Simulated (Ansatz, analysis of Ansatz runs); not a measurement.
# Migration in K2NaCl3 (P-3m1): H turning about Cl, charge +1, part 2 of 2

Wanted: path and barrier of a jump of H in K2NaCl3 (P-3m1) at charge +1. The case: H turning about Cl, in a cell of 54 host atoms with 1 H put in.

Ansatz 0.2.0; plane-wave PAW DFT, PBEsol; nudged elastic band between two relaxed defect structures at fixed charge in a uniform background.

So far. Step 2 (Relaxation of the start point, charge +1): Among the atoms that came to bonding distance: Cl46–H55 1.57 Å (from 2.58). Step 3 (Relaxation of the end point, charge +1): Among the atoms that came to bonding distance: Cl22–H55 1.57 Å (from 2.58).

## (4) Nudged elastic band, charge +1

3 movable images are laid between the ends on a pair-potential path, which keeps atoms from colliding in the first guess. Each image feels the true force across the path and a spring force along it. The highest image is set to climb to the top of the path.

This step: plane-wave PAW DFT, PBEsol; nudged elastic band between two relaxed defect structures at fixed charge in a uniform background.

File qp1_c54k1s.neb/input.yaml:

```yaml
crystal:
  lattice:
    - [12.75421449, 0.0, 0.0]
    - [-6.37710725, 11.04547376, 0.0]
    - [0.0, 0.0, 10.51350475]
  atoms:
    - { symbol: K, position: [0.10950412, 0.22151824, 0.6790911] }
    - { symbol: K, position: [0.22133843, 0.10972047, 0.32101068] }
    - { symbol: Na, position: [0.00078497, 0.00228597, -0.00069252] }
    - { symbol: Cl, position: [0.10974022, 0.22158448, 0.14623618] }
    - { symbol: Cl, position: [0.22544593, 0.11429609, 0.85656266] }
    - { symbol: Cl, position: [0.00090195, 4.497e-05, 0.50094798] }
    - { symbol: K, position: [0.11015479, 0.55419693, 0.67700089] }
    - { symbol: K, position: [0.22132634, 0.44510304, 0.3210396] }
    - { symbol: Na, position: [0.00079428, 0.33199938, -0.00068336] }
    - { symbol: Cl, position: [0.10595811, 0.55450275, 0.14146565] }
    - { symbol: Cl, position: [0.2254485, 0.44472936, 0.85652416] }
    - { symbol: Cl, position: [0.00087356, 0.3343637, 0.50093668] }
    - { symbol: K, position: [0.11015751, 0.88948845, 0.67701692] }
    - { symbol: K, position: [0.22194653, 0.77772195, 0.31893326] }
    - { symbol: Na, position: [0.00911744, 0.67130037, -0.01034102] }
    - { symbol: Cl, position: [0.10594405, 0.88487719, 0.14143586] }
    - { symbol: Cl, position: [0.22184491, 0.77771069, 0.85178099] }
    - { symbol: Cl, position: [-0.00074699, 0.66639055, 0.49380277] }
    - { symbol: K, position: [0.4418163, 0.21632925, 0.67352337] }
    - { symbol: K, position: [0.5537205, 0.108717, 0.32330687] }
    - { symbol: Na, position: [0.33067043, -0.00304849, -0.0012599] }
    - { symbol: Cl, position: [0.44728736, 0.22318644, 0.14038636] }
    - { symbol: Cl, position: [0.55189403, 0.10464737, 0.84956724] }
    - { symbol: Cl, position: [0.33063294, -0.00081518, 0.49710153] }
    - { symbol: K, position: [0.44184676, 0.55904871, 0.67350547] }
    - { symbol: K, position: [0.5460825, 0.43978537, 0.32609696] }
    - { symbol: Na, position: [0.32246694, 0.32800991, 0.00818968] }
    - { symbol: Cl, position: [0.44728134, 0.5575815, 0.14043823] }
    - { symbol: Cl, position: [0.57822088, 0.4559893, 0.88065591] }
    - { symbol: Cl, position: [0.33215765, 0.33282882, 0.5043078] }
    - { symbol: K, position: [0.44078105, 0.8871531, 0.67038548] }
    - { symbol: K, position: [0.55372768, 0.77850533, 0.32331571] }
    - { symbol: Na, position: [0.33067524, 0.66721358, -0.00125129] }
    - { symbol: Cl, position: [0.44421417, 0.88882787, 0.14126654] }
    - { symbol: Cl, position: [0.55192943, 0.78084689, 0.84957304] }
    - { symbol: Cl, position: [0.3306303, 0.66495476, 0.49710816] }
    - { symbol: K, position: [0.77776208, 0.22076318, 0.67467024] }
    - { symbol: K, position: [0.89082247, 0.11215898, 0.32770898] }
    - { symbol: Na, position: [0.66577102, -0.00035612, -0.00092376] }
    - { symbol: Cl, position: [0.77962898, 0.21845304, 0.14853451] }
    - { symbol: Cl, position: [0.8872729, 0.11043633, 0.85676633] }
    - { symbol: Cl, position: [0.66575198, -0.00036654, 0.49899593] }
    - { symbol: K, position: [0.78517513, 0.55935766, 0.6719668] }
    - { symbol: K, position: [0.88958217, 0.44023616, 0.32455756] }
    - { symbol: Na, position: [0.66579081, 0.29891067, -0.00095006] }
    - { symbol: Cl, position: [0.75189124, 0.54258357, 0.11637101] }
    - { symbol: Cl, position: [0.88410673, 0.44162617, 0.85746855] }
    - { symbol: Cl, position: [0.66567632, 0.33529741, 0.49899055] }
    - { symbol: K, position: [0.77778492, 0.89054696, 0.67467312] }
    - { symbol: K, position: [0.8896005, 0.78285919, 0.32454974] }
    - { symbol: Na, position: [0.66577905, 0.70038631, -0.00098777] }
    - { symbol: Cl, position: [0.77966199, 0.89464877, 0.14853509] }
    - { symbol: Cl, position: [0.8840961, 0.77602498, 0.85750071] }
    - { symbol: Cl, position: [0.66569743, 0.66391177, 0.49901087] }
    - { symbol: H, position: [0.66495242, 0.49923033, 0.99855272] }
total_charge: 1
basis:
  ecutwfc: 420
  xc_grid: 2
hamiltonian:
  xc: pbesol
kpoints:
  mp_grid: { grid: [1, 1, 1], shift: [0.25, 0.25, 0.25] }
scf:
  occupations: { method: fixed }
  max_iter: 120
output:
  forces: true
neb:
  images: 3
  f_tol: 0.04
  climbing: true
  initial_path: idpp
  max_iterations: 45
  order_check: false
  final_atoms:
    - { symbol: K, position: [0.10835073, 0.22107856, 0.67473837] }
    - { symbol: K, position: [0.21610629, 0.10932528, 0.32469852] }
[... 16 atom lines left out ...]
    - { symbol: K, position: [0.43957698, 0.21372742, 0.67199153] }
[... 2 atom lines left out ...]
    - { symbol: Cl, position: [0.45633777, 0.24690846, 0.11671147] }
[... 3 atom lines left out ...]
    - { symbol: K, position: [0.55910747, 0.45275674, 0.32592631] }
    - { symbol: Na, position: [0.298296, 0.33276827, -0.00095521] }
    - { symbol: Cl, position: [0.44117356, 0.55156009, 0.14051907] }
    - { symbol: Cl, position: [0.54269738, 0.42024529, 0.88094451] }
[... 13 atom lines left out ...]
    - { symbol: K, position: [0.78254593, 0.55702551, 0.6737052] }
[... 1 atom line left out ...]
    - { symbol: Na, position: [0.70005515, 0.33299948, -0.00082607] }
    - { symbol: Cl, position: [0.77590395, 0.55159286, 0.1404551] }
    - { symbol: Cl, position: [0.89428831, 0.44701102, 0.84963691] }
[... 3 atom lines left out ...]
    - { symbol: Na, position: [0.67100111, 0.67652785, 0.00825979] }
[... 3 atom lines left out ...]
    - { symbol: H, position: [0.49971799, 0.33398154, 0.99862769] }
```

On the command line:

```sh
$ ansatz run input.yaml --threads 32 --pin off --max-ram 84787MiB --backend cuda --events-out ev --progress --plain --runs-dir out --max-vram 78GiB
```

Numbers of over 12 decimals in the logs are rounded to 6 here.

The program printed:

```text
[...]
Warning: neb: disabling space-group detection — the band's intermediate images generally break the endpoint symmetry, so the full k-mesh is solved, and no spatial operation symmetrises the density, except that a semilocal band can use its path's symmetry [...]
[...]
parallel-image band execution: 3 concurrent image workers
NEB image 0
[...]
Crystal: 55 atoms, lattice volume = 1481.104 Å³
Basis set: ecut = 420 eV, 28931 PW (Γ), exchange–correlation on 180×180×144 points (8 copies of the dense FFT grid, shifted against one another)
Bands: 271, of which v1, the nominal top of the filled ones, is band 216 counted from 1 (215 counted from 0)
Symmetry: 1 space group operations
k-points: 1
[...]
SCF iter   1: F=—  HF=-69333.624382 eV  |F-HF|=—  |Δ(HF+E_count)|=         —  Δρ=3.07e-3  dr2=2.31e-1  ethr=1.77e-3  ⟨swp⟩=6.0  Hψ=859  notcnv=0  defer=53
[...]
SCF iter   2: F=—  HF=-69333.549616 eV  |F-HF|=—  |Δ(HF+E_count)|=   7.48e-2  Δρ=1.20e-3  dr2=3.55e-2  ethr=5.35e-5  ⟨swp⟩=2.0  Hψ=371  notcnv=0  defer=53
[...]
SCF iter   7: F=-69333.534820 eV  HF=-69333.534819 eV  |F-HF|=3.00e-8  |Δ(HF+E_count)|=   1.15e-6  Δρ=1.96e-6  dr2=5.31e-8  ethr=2.31e-11  ⟨swp⟩=4.0  Hψ=869  notcnv=0
SCF 1 converged in 7 iterations: F = -69333.534820 eV  dr2 = 5.31e-8
[...]
NSCF: frozen V_eff on 1 k-points
NEB image 4
[...]
SCF 2 converged in 7 iterations: F = -69333.534679 eV  dr2 = 5.25e-8
[...]
NEB end point (image 0): max|allowed force component| = 3.458e-3 eV/Å (the criterion of neb.relax_end_points is 1.000e-2)
[...]
SCF 3 converged in 8 iterations: F = -69333.150729 eV  dr2 = 1.10e-8
[...]
SCF 4 converged in 7 iterations: F = -69332.908320 eV  dr2 = 9.14e-8
[...]
SCF 5 converged in 8 iterations: F = -69333.152757 eV  dr2 = 1.02e-8
[...]
SCF 6 converged in 7 iterations: F = -69333.378710 eV  dr2 = 4.91e-8
[...]
SCF 7 converged in 7 iterations: F = -69333.148071 eV  dr2 = 1.91e-8
[...]
SCF 8 converged in 7 iterations: F = -69333.378569 eV  dr2 = 4.88e-8
[...]
SCF 9 converged in 6 iterations: F = -69333.407045 eV  dr2 = 4.62e-8
[...]
SCF 10 converged in 6 iterations: F = -69333.198312 eV  dr2 = 8.93e-8
[...]
SCF 11 converged in 6 iterations: F = -69333.406926 eV  dr2 = 4.59e-8
[...]
SCF 12 converged in 6 iterations: F = -69333.413105 eV  dr2 = 2.28e-8
[...]
SCF 13 converged in 6 iterations: F = -69333.207438 eV  dr2 = 1.79e-8
[...]
SCF 14 converged in 6 iterations: F = -69333.413082 eV  dr2 = 2.35e-8
[...]
SCF 15 converged in 6 iterations: F = -69333.207822 eV  dr2 = 1.01e-8
[...]
SCF 16 converged in 6 iterations: F = -69333.413595 eV  dr2 = 5.33e-9
[...]
SCF 17 converged in 5 iterations: F = -69333.208666 eV  dr2 = 2.13e-8
[...]
SCF 18 converged in 5 iterations: F = -69333.413642 eV  dr2 = 9.66e-8
[...]
SCF 19 converged in 4 iterations: F = -69333.413039 eV  dr2 = 8.72e-8
[...]
SCF 20 converged in 5 iterations: F = -69333.209140 eV  dr2 = 2.47e-8
[...]
SCF 21 converged in 4 iterations: F = -69333.413154 eV  dr2 = 7.84e-8
[...]
SCF converged after 5 iterations
[...]
climbing-image geometry (image 2):
  cell:  # Å, volume = 1481.1041 Å³
    - [12.75421449, 0.0, 0.0]
    - [-6.37710725, 11.04547376, 0.0]
    - [0.0, 0.0, 10.51350475]
  atoms:
    - { symbol: K, position: [0.108307, 0.220204, 0.675703] }
    - { symbol: K, position: [0.223387, 0.111376, 0.320382] }
    - { symbol: Na, position: [-0.001120, 1.964316605563191e-5, -0.000338] }
    - { symbol: Cl, position: [0.105168, 0.218606, 0.149193] }
    - { symbol: Cl, position: [0.223419, 0.113318, 0.855837] }
    - { symbol: Cl, position: [0.001717, -0.002813, 0.499502] }
    - { symbol: K, position: [0.110717, 0.555557, 0.675441] }
    - { symbol: K, position: [0.220888, 0.444876, 0.321460] }
    - { symbol: Na, position: [0.000694, 0.331528, -0.000269] }
    - { symbol: Cl, position: [0.107887, 0.553599, 0.140643] }
    - { symbol: Cl, position: [0.222812, 0.443592, 0.854177] }
    - { symbol: Cl, position: [0.000449, 0.335160, 0.499654] }
    - { symbol: K, position: [0.110838, 0.888065, 0.676425] }
    - { symbol: K, position: [0.221365, 0.777545, 0.316227] }
    - { symbol: Na, position: [0.001074, 0.666951, -0.003811] }
    - { symbol: Cl, position: [0.109791, 0.889116, 0.140702] }
    - { symbol: Cl, position: [0.221628, 0.777273, 0.853559] }
    - { symbol: Cl, position: [0.001334, 0.666998, 0.494529] }
    - { symbol: K, position: [0.438047, 0.209815, 0.671142] }
    - { symbol: K, position: [0.555497, 0.111757, 0.321093] }
    - { symbol: Na, position: [0.331959, -0.002160, -0.003810] }
    - { symbol: Cl, position: [0.456975, 0.241234, 0.129384] }
    - { symbol: Cl, position: [0.556426, 0.111437, 0.854006] }
    - { symbol: Cl, position: [0.331907, -0.002425, 0.494530] }
    - { symbol: K, position: [0.436820, 0.562088, 0.669265] }
    - { symbol: K, position: [0.553299, 0.445603, 0.327694] }
    - { symbol: Na, position: [0.305954, 0.322621, 0.007062] }
    - { symbol: Cl, position: [0.446233, 0.552673, 0.137870] }
    - { symbol: Cl, position: [0.554992, 0.443909, 0.874232] }
    - { symbol: Cl, position: [0.334290, 0.333769, 0.504363] }
    - { symbol: K, position: [0.443345, 0.888188, 0.675447] }
    - { symbol: K, position: [0.554033, 0.778021, 0.321461] }
    - { symbol: Na, position: [0.331700, 0.667205, -0.001215] }
    - { symbol: Cl, position: [0.445309, 0.891011, 0.140639] }
    - { symbol: Cl, position: [0.555311, 0.776095, 0.854173] }
    - { symbol: Cl, position: [0.330714, 0.668194, 0.494840] }
    - { symbol: K, position: [0.778407, 0.220498, 0.674062] }
    - { symbol: K, position: [0.889685, 0.109216, 0.331410] }
    - { symbol: Na, position: [0.667375, -0.001790, -0.000270] }
    - { symbol: Cl, position: [0.782925, 0.215976, 0.151017] }
    - { symbol: Cl, position: [0.888273, 0.110632, 0.856373] }
    - { symbol: Cl, position: [0.663739, -0.001547, 0.499661] }
    - { symbol: K, position: [0.789094, 0.560856, 0.671140] }
    - { symbol: K, position: [0.887143, 0.443402, 0.321095] }
    - { symbol: Na, position: [0.686252, 0.312672, 0.004621] }
    - { symbol: Cl, position: [0.757672, 0.541921, 0.129390] }
    - { symbol: Cl, position: [0.887475, 0.442476, 0.853997] }
    - { symbol: Cl, position: [0.664443, 0.334461, 0.503263] }
    - { symbol: K, position: [0.778695, 0.890593, 0.675702] }
    - { symbol: K, position: [0.887535, 0.775516, 0.320382] }
    - { symbol: Na, position: [0.676277, 0.692941, 0.007066] }
    - { symbol: Cl, position: [0.780297, 0.893734, 0.149190] }
    - { symbol: Cl, position: [0.885581, 0.775481, 0.855843] }
    - { symbol: Cl, position: [0.665137, 0.664609, 0.504361] }
    - { symbol: H, position: [0.568940, 0.429956, 0.998116] }
```

Run time: 8.3 s. Hardware: 1 × NVIDIA GB200 with 32 threads of Arm Neoverse V2, shared host; peak memory 2.2 GiB.

The path, image by image:

| image | path (Å) | energy (eV) | H55: x, y, z (Å) |
| --- | --- | --- | --- |
| 0 | 0.000 | 0.0000 | 5.297, 5.514, 10.498 |
| 1 | 0.674 | 0.1218 | 4.901, 5.178, 10.480 |
| 2 | 1.348 | 0.3257 | 4.514, 4.749, 10.494 |
| 3 | 2.022 | 0.1217 | 4.336, 4.199, 10.480 |
| 4 | 2.697 | 0.0001 | 4.244, 3.689, 10.499 |

Numbers from this step:

| Item | Value |
| --- | --- |
| free energy | -69333.2091 eV |
| barrier forward | 0.3257 eV |
| barrier backward | 0.3255 eV |
| end less start | 1.41e-4 eV |
| hop length | 2.108 Å |

Track of the atom that was set to move:

| image | x (Å) | y (Å) | z (Å) | nearest neighbour | distance (Å) |
| --- | --- | --- | --- | --- | --- |
| 0 | 5.297 | 5.514 | 10.5 | Cl | 1.567 |
| 1 | 4.901 | 5.178 | 10.48 | Cl | 1.419 |
| 2 | 4.514 | 4.749 | 10.49 | Cl | 1.338 |
| 3 | 4.336 | 4.199 | 10.48 | Cl | 1.419 |
| 4 | 4.244 | 3.689 | 10.5 | Cl | 1.562 |

The band met its tolerance of 0.04 eV/Å after 7 iterations, with image 2 on top (the start counts as 0). H55, which moves farthest between the ends, has 2 Cl at 1.57 Å nearest at the start and 1 Cl at 1.34 Å at the top.

## (5) Single point at the top of the path, PBEsol

A single point at the top of the band gives the levels near the gap and the populations there.

This step: plane-wave PAW DFT, PBEsol; single point of a defect supercell on a structure of the PBEsol path.

File qp1_c54k1s.top.probe/input.yaml:

```yaml
crystal:
  lattice:
    - [12.75421449, 0.0, 0.0]
    - [-6.37710725, 11.04547376, 0.0]
    - [0.0, 0.0, 10.51350475]
  atoms:
    - { symbol: K, position: [0.10830671, 0.22020426, 0.67570261] }
    - { symbol: K, position: [0.2233874, 0.11137557, 0.32038155] }
[... 16 atom lines left out ...]
    - { symbol: K, position: [0.43804701, 0.20981473, 0.67114154] }
[... 2 atom lines left out ...]
    - { symbol: Cl, position: [0.45697459, 0.24123432, 0.12938378] }
[... 3 atom lines left out ...]
    - { symbol: K, position: [0.55329857, 0.44560312, 0.32769386] }
    - { symbol: Na, position: [0.30595433, 0.32262069, 0.00706229] }
    - { symbol: Cl, position: [0.44623269, 0.55267339, 0.13787049] }
    - { symbol: Cl, position: [0.55499193, 0.44390925, 0.87423186] }
[... 13 atom lines left out ...]
    - { symbol: K, position: [0.78909406, 0.5608564, 0.67114041] }
[... 1 atom line left out ...]
    - { symbol: Na, position: [0.68625186, 0.31267161, 0.00462085] }
    - { symbol: Cl, position: [0.75767156, 0.54192075, 0.12939047] }
    - { symbol: Cl, position: [0.88747524, 0.44247604, 0.85399722] }
[... 3 atom lines left out ...]
    - { symbol: Na, position: [0.67627719, 0.69294096, 0.00706606] }
[... 3 atom lines left out ...]
    - { symbol: H, position: [0.56893954, 0.42995622, 0.99811596] }
total_charge: 1
basis:
  ecutwfc: 420
  xc_grid: 2
hamiltonian:
  xc: pbesol
kpoints:
  mp_grid: { grid: [1, 1, 1], shift: [0.25, 0.25, 0.25] }
scf:
  occupations: { method: fixed }
  max_iter: 120
output:
  forces: true
  eigenvalues: true
  eigenstates: { localisation: true }
  populations: true
  write_density: true
  write_potential: true
  volumetric_format: npy
  elf: true
checkpoint:
  write: "../qp1_c54k1s.top.probe.run"
  compress: false
  write_wavefunctions: false
  write_every: 100000
```

The program printed:

```text
[...]
Warning: at least one further symmetry operation maps every atom of the structure, as the run holds it, onto an atom to within 2.75e-5 (fractional), and is not used: no operation is sought that the atoms, as the run holds them, miss by more than 2.00e-5, [...]
[...]
Crystal: 55 atoms, lattice volume = 1481.104 Å³
Basis set: ecut = 420 eV, 28931 PW (Γ), exchange–correlation on 180×180×144 points (8 copies of the dense FFT grid, shifted against one another)
Bands: 271, of which v1, the nominal top of the filled ones, is band 216 counted from 1 (215 counted from 0)
Symmetry: 1 space group operations
[...]
k-points: 1
[...]
SCF iter   1: F=—  HF=-69333.314898 eV  |F-HF|=—  |Δ(HF+E_count)|=         —  Δρ=3.17e-3  dr2=2.47e-1  ethr=1.77e-3  ⟨swp⟩=5.0  Hψ=932  notcnv=0  defer=53
[...]
SCF iter   3: F=—  HF=-69333.209742 eV  |F-HF|=—  |Δ(HF+E_count)|=   1.58e-2  Δρ=4.13e-4  dr2=4.48e-3  ethr=8.95e-6  ⟨swp⟩=3.0  Hψ=386  notcnv=0  defer=53
[...]
SCF 1 converged in 7 iterations: F = -69333.209140 eV  dr2 = 5.36e-8
[...]
SCF converged after 7 iterations
[...]
atom  43  K      0.00033945    -0.00007772     0.00033211
  [... 1 atom left out ...]
  atom  45  Na    -0.00273022     0.00147013     0.00133612
  atom  46  Cl     0.00023133     0.00049575    -0.00031211
  [... 4 atoms left out ...]
  atom  51  Na     0.00088742     0.00169497    -0.00108371
  [... 3 atoms left out ...]
  atom  55  H     -0.00043952     0.00030692     0.00327333
  max |Σ_I F_I| component: 8.25e-5 eV/Å
--- Band table (eV) ---
[...]
--- Löwdin populations: 55 sites ---
  site symbol       q [e]
     0      K      8.2406
     1      K      8.2368
  [... 16 atoms left out ...]
    18      K      8.2376
  [... 2 atoms left out ...]
    21     Cl      7.6513
  [... 4 atoms left out ...]
    26     Na      8.3015
    27     Cl      7.6728
    28     Cl      7.1859
  [... 13 atoms left out ...]
    42      K      8.2373
  [... 1 atom left out ...]
    44     Na      8.3002
    45     Cl      7.6512
  [... 4 atoms left out ...]
    50     Na      8.3017
  [... 3 atoms left out ...]
    54      H      0.7431
  spilling = 0.003440 (of n_electrons = 432.000000)
```

Elapsed: 1.9 s, on 1 × NVIDIA GB200 with 32 threads; peak memory 1.4 GiB; 9.1 s of CPU time.

This step gave:

```yaml
free_energy: -69333.2091 eV
```

States next to the filling edge at the first k-point, on the run's own zero (eigenstates.tsv). The participation number counts the atoms that a state is spread over, of 55; bands count from 0.

| spin | band | energy (eV) | occupation | participation | largest share on | share |
| --- | --- | --- | --- | --- | --- | --- |
| both | 210 | 0.997 | 2.00 | 24.0 | Cl34 | 0.09 |
| both | 211 | 1.008 | 2.00 | 23.3 | Cl41 | 0.08 |
| both | 212 | 1.029 | 2.00 | 16.1 | Cl16 | 0.17 |
| both | 213 | 1.059 | 2.00 | 24.6 | Cl41 | 0.07 |
| both | 214 | 1.068 | 2.00 | 19.0 | Cl41 | 0.12 |
| both | 215 | 1.111 | 2.00 | 15.2 | Cl17 | 0.16 |
| both | 216 | 6.088 | 0.00 | 4.9 | Cl29 | 0.31 |
| both | 217 | 6.847 | 0.00 | 50.0 | Cl29 | 0.05 |
| both | 218 | 7.269 | 0.00 | 40.5 | Cl29 | 0.05 |
| both | 219 | 7.325 | 0.00 | 43.0 | Na39 | 0.04 |
| both | 220 | 7.707 | 0.00 | 45.8 | Cl29 | 0.05 |

Under PBEsol at one point at (¼, ¼, ¼), the highest filled state is spread over 15 of 55 atoms, and the lowest empty one, 4.98 eV above it, is spread over 5 of 55 atoms.

Valence electrons by atom (Löwdin), nearest atoms first, with the excess over far atoms of the same element, which can also hold differences between inequivalent host sites (the log counts sites from 0):

| atom | distance from the centre (Å) | electrons | excess |
| --- | --- | --- | --- |
| H55 | 0.48 | 0.743 | - |
| Cl29 | 0.93 | 7.186 | -0.495 |
| Na45 | 2.54 | 8.300 | 0.002 |
| Cl46 | 2.76 | 7.651 | -0.029 |
| Cl22 | 2.77 | 7.651 | -0.029 |
| Na51 | 3.03 | 8.302 | 0.003 |
| Na27 | 3.04 | 8.301 | 0.003 |
| Cl28 | 3.42 | 7.673 | -0.008 |

The distance between the highest filled and the lowest empty level goes from 5.52 eV at the start to 4.98 eV at the top.

## (6) Results

* barrier forward: 0.33 eV
* barrier backward: 0.33 eV
* end less start: 0.00 eV
* hop length: 2.11 Å
* band iterations, as the log counts them: 7

The top of the band lies 0.33 eV above the start and 0.33 eV above the end, which are alike in energy and neighbours. For hydrogen, zero-point energy and tunnelling change the rate much, so no rate follows from this barrier alone. At the top H55 stands 1.34 Å from its nearest Cl, 0.23 Å closer than at the start. The order of the top as a saddle was not checked for all atoms, so a bent path could be lower. No image-charge correction is applied; it largely cancels along a path if the charge stays localised alike. Limits: one k-point off the zone centre stands for the whole zone.

[Logs are printed without paths, hosts, clocks, repeated set-up lines and the standing remarks that a program may print on its own settings, such as how far it seeks lower states.]

[Hosts, paths, dates, database ids (printed as entryN), source tags and the programs' standing remarks are cut or masked in the printed files.]
